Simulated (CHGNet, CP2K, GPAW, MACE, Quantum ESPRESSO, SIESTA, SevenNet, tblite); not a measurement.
# What went wrong? GPAW on random wurtzite alloy of AlN and GaN (72 atoms)

Program: GPAW 26.7.0, a calculation on a cell of 22 Ga, 36 N and 14 Al, 11.0 Å³ an atom.

The input, run.py:

```python
import numpy as np
from ase.io import read
from gpaw import GPAW, FermiDirac

atoms = read("structure.xyz")
atoms.calc = GPAW(
    mode="lcao",
    basis="dzp",
    h=0.45,
    xc="PBE",
    kpts={"size": (1, 1, 1), "gamma": True},
    occupations=FermiDirac(0.05),
    maxiter=60,
    symmetry={"point_group": False},
    txt="gpaw.txt",
)
energy = atoms.get_potential_energy(force_consistent=True)
forces = atoms.get_forces()
print(f"energy {energy:.6f} eV")
print("forces (eV/A)")
for i, (a, f) in enumerate(zip(atoms, forces)):
    print(f"{i:4d} {a.symbol:2s} {f[0]:10.5f} {f[1]:10.5f} {f[2]:10.5f}")
print(f"Fermi level {atoms.calc.get_fermi_level():.4f} eV")
for k in range(len(atoms.calc.get_ibz_k_points())):
    for s in range(atoms.calc.get_number_of_spins()):
        e = atoms.calc.get_eigenvalues(kpt=k, spin=s)
        n = np.searchsorted(e, atoms.calc.get_fermi_level())
        print(f"k {k} spin {s} levels about the Fermi level:", np.round(e[max(n - 6, 0):n], 4).tolist(), "|", np.round(e[n:n + 6], 4).tolist())
```

The input, structure.xyz:

```xyz
72
Lattice="9.47730 0.00000 0.00000 -4.73865 8.20758 0.00000 0.00000 0.00000 10.21220" Properties=species:S:1:pos:R:3 pbc="T T T"
Ga 4.72420 8.20405 0.00725
N -0.02701 1.85984 0.65552
Al -0.03161 1.83037 2.54182
N 9.40944 0.03874 3.15424
Ga 0.01360 0.02487 5.13061
N -0.01322 1.81133 5.73129
Al -0.03170 1.80542 7.67937
N 0.02369 0.03825 8.27770
Ga 7.87208 2.76210 0.02308
N -1.66341 4.54183 0.62335
[... 58 atom lines left out ...]
Al 3.18864 5.41881 5.14879
N 3.16442 7.28628 5.67941
Ga 3.12519 7.30319 7.64210
N 3.09292 5.46395 8.29118
```

On the command line:

```console
$ OMP_NUM_THREADS=1 python run.py > output.txt
```

The log of the run:

```text
energy 11.484183 eV
forces (eV/A)
   0 Ga    0.90397    1.50273   -0.45749
   1 N   230.12362   77.82830  115.77534
   2 Al    0.18812    2.03848    0.31699
   3 N  -325.22895  189.22640 -184.88534
   4 Ga   -0.13958   -0.49894   -1.00621
   5 N    90.61020  -41.01547  -87.76690
   6 Al   -0.00128    2.47313   -0.11644
   7 N   184.95416  300.81082 -122.48859
   8 Ga    0.79651   -2.64430   -0.36826
   9 N   -45.20043  250.72534  -96.77159
  10 Ga    1.43387    1.26382    0.35162
  11 N  -152.83147  112.99440 -133.44119
  12 Ga   -0.21436   -2.11641    1.24763
  13 N   105.50828   55.36444  153.85540
  14 Al    1.13717    1.84097   -0.21999
  15 N   -11.80870   54.67000 -154.40112
  16 Ga   -1.32067    1.86390   -0.47935
  17 N    62.54957  161.93315 -171.66461
  18 Al    1.23394   -0.13753   -0.90191
  19 N   -40.61708 -265.30077  -92.12168
  20 Ga   -0.08329    0.01126    0.06643
  21 N    -9.58591  -83.15557 -208.29755
  22 Ga    0.69779   -0.35393    0.37932
  23 N   171.76152 -264.21037 -213.93869
[...]
64 Ga    0.23133    1.11144    0.72509
  65 N   152.15750  -42.65327  -10.91907
  66 Ga   -1.73502   -0.73941    0.95609
  67 N   -71.13485 -290.75539 -228.35547
  68 Al    2.15181    1.44119   -1.14476
  69 N   -35.51351   85.47818 -204.32262
  70 Ga    0.27160   -0.82571   -0.14547
  71 N   -43.85271   79.20530  -42.94594
Fermi level 9.4621 eV
k 0 spin 0 levels about the Fermi level: [7.8311, 8.1156, 8.1955, 8.2615, 8.3809, 8.7029] | [10.2273, 10.3322, 10.4753, 10.8398, 10.9257, 10.9707]
```

gpaw.txt:

```text
Input parameters:
  mode=LCAO(),
  basis={'default': 'dzp'},
  h=0.45,
  kpts=MonkhorstPack(size=(1, 1, 1), gamma=True),
  maxiter=60,
  occupations=Occupations(name='fermi-dirac', width=0.05, fixmagmom=False),
  symmetry=Symmetry(point_group=False),
  xc=XC(name='PBE')
Unit cell  # Å
| periodic |         x |        y |         z |   lengths |     angles |
|----------|-----------|----------|-----------|-----------|------------|
|      yes |  9.477300 | 0.000000 |  0.000000 |  9.477300 |  90.000000 |
[... lines left out ...]
  Fermi-Dirac:
[... lines left out ...]
convergence criteria:
- Maximum [total energy] change in last 3 cyles: 0.0005 eV / valence electron
[... lines left out ...]
Converged in 11 steps
SCF loop duration: 31.513 s (2.865 s/step)
Energy contributions relative to reference atoms: (reference = -1309252.673498)
Energy contributions:
  Kinetic:        1376.708623
  Coulomb:       -1094.583181
  Zero:            395.482564
  External:          0.000000
  Xc:             -666.123822
  Entropy:          -0.000001
  Spinorbit:         0.000000
  ----------------------------
  Free energy:      11.484183
  Extrapolated:     11.484184
dipole moment: (-1.367192, 23.224387, -28.148903)  # |e|*Ang
Fermi level: 9.462
Eigenvalues  # (at kpt = [0.000, 0.000, 0.000])
| band index |      eig [eV] | occ [0-2] |
|------------|---------------|-----------|
|          0 |        -8.770 |     2.000 |
|        ... |               |           |
|        136 |         7.632 |     2.000 |
|        137 |         7.702 |     2.000 |
[...]
|        151 |        11.372 |     0.000 |
|        ... |               |           |
|        176 |        13.079 |     0.000 |
Gap: 1.524 eV
Transition (v -> c):
  (s=0, k=0, n=143, [0.00, 0.00, 0.00]) -> (s=0, k=0, n=144, [0.00, 0.00, 0.00])
No difference between direct/indirect transitions
Force computation time: 8.429  # s
timing:  # [seconds]
  Total:  45.363  # ━━━━━━━━━━━━━━━━━━━━━━━━━━━━━━━━━━━━━━━━━━━━━━━━━━━━━━━━━
  Init:    5.379  # ━━━━━━━
  SCF:    31.513  # ━━━━━━━━━━━━━━━━━━━━━━━━━━━━━━━━━━━━━━━╸
  Forces:  8.429  # ━━━━━━━━━━╸
```

It took 47 s on 1 thread of AMD EPYC 9R14 (Zen 4), shared host; peak memory 0.35 GiB.

Banners, paths, timers and routine set-up lines are dropped from the logs unmarked, and long logs keep their key lines alone; longer cuts are marked.

Against a plane-wave PBE reference and this program's sound run:

* r.m.s. difference of force components: 116500 meV/Å
* longest difference of force vectors: 420700 meV/Å
* force difference over r.m.s. force: 15570 %
* slope of forces against the reference's: -9.159
* energy less the same-level run's: 6213 meV/atom
* r.m.s. force difference from the same-level run: 116400 meV/Å

Why should this run not be trusted?

A grid far too coarse: grid spacing 0.45 Å. The sound run has grid spacing 0.18 Å.

The run converged all the same, so the exit status doesn't show the fault.

[Also dropped from logs without a mark: logging warnings of Python, and SIESTA's first energy breakdown and zero terms.]

[Logs are printed without paths, hosts, clocks, repeated set-up lines and the standing remarks that a program may print on its own settings, such as how far it seeks lower states.]

[Hosts, paths, dates, database ids (printed as entryN), source tags and the programs' standing remarks are cut or masked in the printed files.]
